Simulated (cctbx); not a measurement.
**Which space group?**

Cell: a = 13.7630 Å, b = 3.7740 Å, c = 9.9960 Å, α = 90.00°, β = 105.31°, γ = 90.00°. Expected content of the cell: Gd12 Cu8.

The data are simulated with cctbx, not measured: Mo Kα, λ = 0.71073 Å, to d = 0.75 Å, 80 % of the full sphere, strongest reflection 40000 counts, noise from counting, a 3 % proportional error and a noise floor of 2 counts (s.d.); no absorption, some extinction.

A first pass over the reflections prints:

```text
3918 reflections to d = 0.750 A
centring   violations  <I/sigma> of those
    A        900 of  1955      9.9
    B        900 of  1960      9.8
    C          0 of  1983     -0.1
    I        897 of  1967      9.8
    R       1191 of  2641      9.7
    F        900 of  2949      6.5
Laue class    unique    Rint  (classes that these axes allow; Friedel mates merged)
C 1 2/m 1         698   0.024
space group    extra absences  I>4sigma  <I/sigma>
C 1 2 1                 0          0         -  acentric
C 1 m 1                 0          0         -  acentric
C 1 2/m 1               0          0         -  centric
Wilson B = 0.83 A^2   <|E^2-1|> = 0.928 (0.968 centric, 0.736 acentric)   E^2>4: 3.3 %
shell (A)         n   <I/sigma>
 9.64 - 1.50     97     32.3
 1.50 - 1.19     88     32.4
 1.19 - 1.04     95     31.2
 1.04 - 0.95     84     29.3
 0.95 - 0.88     85     32.0
 0.88 - 0.83     86     27.7
 0.83 - 0.78     77     26.4
 0.78 - 0.75     86     25.7
```

**Question.** What are the lattice type, the Laue class and the likely space group?

The reflections that C centring forbids are absent (⟨I/σ⟩ near 0), so the lattice is C.

Only C 1 2/m 1 fits these axes (Rint 0.024); a search for a hidden higher lattice was not made.

3 settings pass the absence test. No glide or screw absences show, which leaves C 1 2 1, C 1 m 1 and C 1 2/m 1.

⟨|E²−1|⟩ = 0.928 leans to a centrosymmetric structure. The Wilson B of 0.83 Å² means U ≈ 0.0105 Å².

The true group is C2/m (no. 12), Laue class 2/m, centrosymmetric. The tables only narrow the choice to the tied entries; cell content, site symmetry and trial solutions must settle it.

The model is made up (kin elements in a known structure type, no relaxation), so it says nothing on whether the phase exists.

[Logs are printed without paths, hosts, clocks, repeated set-up lines and the standing remarks that a program may print on its own settings, such as how far it seeks lower states.]
